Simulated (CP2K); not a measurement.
The C K edge of borane carbonyl was computed by TDDFT (CP2K XAS_TDP, aug-cc-pVTZ, TDA) at these levels: PBE0, PBEh(45%) and PBEh(45%) + GW2X. The first three lines of C2 (bonded to B and O) with a strength over 0.0015, energy in eV and strength:

```csv
run,first,second,third
1,277.64 (0.134),283.65 (0.002),283.94 (0.003)
2,288.68 (0.160),296.06 (0.002),297.27 (0.003)
3,282.48 (0.164),289.86 (0.002),291.06 (0.003)
```

Which run is which?

Run 1: PBE0 (25 % exact exchange). Run 2: PBEh(45%) + GW2X (45 % exact exchange). Run 3: PBEh(45%) (45 % exact exchange). Self-interaction lifts the core level, so the uncorrected lines rise with the share of exact exchange. The GW2X run keeps the spacings of its parent: 7.38 eV between the first two lines in run 2, 7.38 eV in run 3. Its shift is +6.20 eV, since the Kohn–Sham level at this share of exchange lies that far above the quasiparticle level.

[Banner, clock and machine lines of the logs are left out without a mark of their own.]

[Logs are printed without paths, hosts, clocks, repeated set-up lines and the standing remarks that a program may print on its own settings, such as how far it seeks lower states.]

[Hosts, paths, dates, database ids (printed as entryN), source tags and the programs' standing remarks are cut or masked in the printed files.]
